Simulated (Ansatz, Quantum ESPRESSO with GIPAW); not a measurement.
# KHCO3 (Kalicinite): working out the 17O quadrupolar coupling

A plane-wave PAW calculation (PBEsol, Ansatz) gives this electric field gradient, in 10²¹ V/m² and Cartesian axes, at one O site of KHCO3 (Kalicinite) (atom 13; bound to CK4; site symmetry 1):

```
      3.8466        0.4003       -3.9580
      0.4003      -12.0572       -1.5706
     -3.9580       -1.5706        8.2106
```

17O has spin 5/2, Q = -0.02558 barn and |γ|/2π = 5.7742 MHz/T. The cell is the P2_1/c form of a database entry, atoms relaxed, static and at 0 K. 

**Task.** Find C_Q, η_Q and ν_Q, and the shift and width of the central transition under fast MAS at 11.7 T and 14.1 T.

1. The tensor is symmetric and traceless. Its eigenvalues, ordered by size, are V_xx = 1.5239, V_yy = 10.6549 and V_zz = -12.1788.

2. η_Q = (V_xx − V_yy)/V_zz = 0.750.

3. C_Q = eQV_zz/h. One unit of 10²¹ V/m² with one barn gives 24.18 MHz, so C_Q = 24.18 × −0.02558 × −12.1788 = 7.533 MHz. A spectrum shows its size, not its sign.

4. ν_Q = 3C_Q/[2I(2I−1)] = 1.130 MHz in size, and P_Q = |C_Q|√(1 + η²/3) = 8.208 MHz.

5. The resonances lie at ν0 = 67.56 and 81.42 MHz, so ν_Q/ν0 is 0.017 at most and second order holds. The centre of gravity moves by δ_Q = −(3/40)(P_Q/ν0)² F × 10⁶ ppm, with F = [I(I+1) − 3/4]/[I²(2I−1)²] = 0.08: -88.6 ppm at 11.7 T and -61.0 ppm at 14.1 T.

6. Summing the second-order term over orientations gives a full width of 202 ppm (14 kHz) and 139 ppm (11 kHz). In ppm both fall as 1/B²: (11.7/14.1)² = 0.689. The spinning rate must pass the static width for this shape to show cleanly.

[Banner, clock, file and message-heading lines were taken out of the pw.x and gipaw.x logs.]

[Logs are printed without paths, hosts, clocks, repeated set-up lines and the standing remarks that a program may print on its own settings, such as how far it seeks lower states.]

[Hosts, paths, dates, database ids (printed as entryN), source tags and the programs' standing remarks are cut or masked in the printed files.]
